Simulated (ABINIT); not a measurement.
An input for ABINIT 10.8.3 (BiOBr (P4/nmm)):

```
acell 3*1.0 Angstrom
rprim 
  3.916000000000 0.000000000000 0.000000000000
  0.000000000000 3.916000000000 0.000000000000
  0.000000000000 0.000000000000 8.077000000000
ntypat 3
znucl 83 35 8
natom 6
typat 1 1 2 2 3 3
xred 
  0.000000000000 0.500000000000 0.154000000000
  0.500000000000 0.000000000000 0.846000000000
  0.000000000000 0.500000000000 0.653000000000
  0.500000000000 0.000000000000 0.347000000000
  0.000000000000 0.000000000000 0.000000000000
  0.500000000000 0.500000000000 0.000000000000
pp_dirpath "pseudos"
pseudos "Bi.upf, Br.upf, O.upf"
ecut 36
ngkpt 4 4 2
nshiftk 1
shiftk 0 0 0
kptopt 1
chksymbreak 0
istwfk *1
occopt 1
irdwfk 1
optdriver 4
nband 121
gwcalctyp 2
ecutsigx 36
symsigma 1
nkptgw 3
kptgw 
  0.5000000000 0.0000000000 0.5000000000
  0.0000000000 0.0000000000 0.5000000000
  0.0000000000 0.0000000000 0.0000000000
bdgw 
  27 30
  26 30
  26 30
ecuteps 4.5
irdscr 1
gwmem 01
indata_prefix "in"
outdata_prefix "out"
tmpdata_prefix "tmp"
```

The database entry behind the starting cell differs from later determinations by our own check (0.1 to 0.3 % short, probably kX units), so it need not match the best structure at ambient conditions.

```sh
OMP_NUM_THREADS=1 mpirun -n 8 abinit run.abi > log
```

Estimate wall time and host memory on 8 MPI ranks of Arm Neoverse V2, shared host.

It took 27 s; on shared hardware allow 13 s to 53 s. Peak host memory was 2.7 GiB.

[Paths, hosts, dates, memory and timing lines, banners, echoed tables and standing remarks are left out of the program output.]

[Logs are printed without paths, hosts, clocks, repeated set-up lines and the standing remarks that a program may print on its own settings, such as how far it seeks lower states.]

[Runs of the session that timed out or met a known fault of the program may be left out.]

[Hosts, paths, dates, database ids (printed as entryN), source tags and the programs' standing remarks are cut or masked in the printed files.]

[G0W0 gaps are taken among the corrected bands and points alone; a level outside them can change the order at an edge.]

[Where Ansatz stands beside ABINIT at settings called matched, ABINIT's density can come from a denser mesh and the files from another edition; pairs whose starting gaps differed by over 0.03 eV were left out, so agreement reads better than it is.]
